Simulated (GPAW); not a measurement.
# Surface energy and work function of Mg(0001) from slabs of 3 to 12 layers (LDA)

How do energy and work function of Mg(0001) films settle with thickness, and what surface energy follows?

How it was computed: GPAW 26.7.0, plane waves at 450 eV with PAW setups; symmetric 1×1 slabs cut at the tabulated lattice constant (two decimals; low-temperature values for the alkali metals), atoms at bulk places, 7.5 Å of vacuum on each side, one in-plane mesh for all thicknesses, Fermi-Dirac smearing of 0.1 eV. Energies are extrapolated to zero smearing and count from the program's reference atoms. Functional LDA. The cell's area is 8.924 Å².

Results, with one row withheld:

```
layers  energy (eV)  work function (eV)
     3      −4.8714                3.91
     4      −6.7544                3.89
     5      −8.6259                3.86
     6     −10.5026                3.84
     7     −12.3617                3.82
     8     −14.2272                3.80
     9     −16.0939                3.82
    10     −17.9595                3.83
    11     −19.8220                3.83
    12            ?                   ?
```

**Question.** What surface energy do these runs give, and what energy and work function should the 12-layer slab have?

**Working.** A slab of n layers has E(n) = nε + 2Aγ once its middle is bulk-like. A line through n = 6 to 11 has the slope ε = −1.8645 eV a layer and the intercept 2Aγ = 0.6870 eV (r.m.s. residual 1.8 meV). So γ = 0.6870 / (2 × 8.924 Å²) = 0.0385 eV/Å² = 0.62 J/m², with a standard error of under 0.01 J/m² from the scatter about the line. For 12 layers: 0.6870 + 12 × (−1.8645) = −21.687 eV; the run gives −21.693 eV, 5.8 meV under the line. The work function has no such law: from 6 to 11 layers it moves between 3.80 and 3.84 eV (mean 3.82), and the 12-layer slab gives 3.83 eV. The thinnest slab, 3 layers, lies +0.09 eV from that mean.

Caveats: The surfaces are unrelaxed, so γ is an upper bound for this functional and lattice constant. The tabulated lattice constant isn't the functional's own, which strains the slab a little.

[Logs are printed without paths, hosts, clocks, repeated set-up lines and the standing remarks that a program may print on its own settings, such as how far it seeks lower states.]
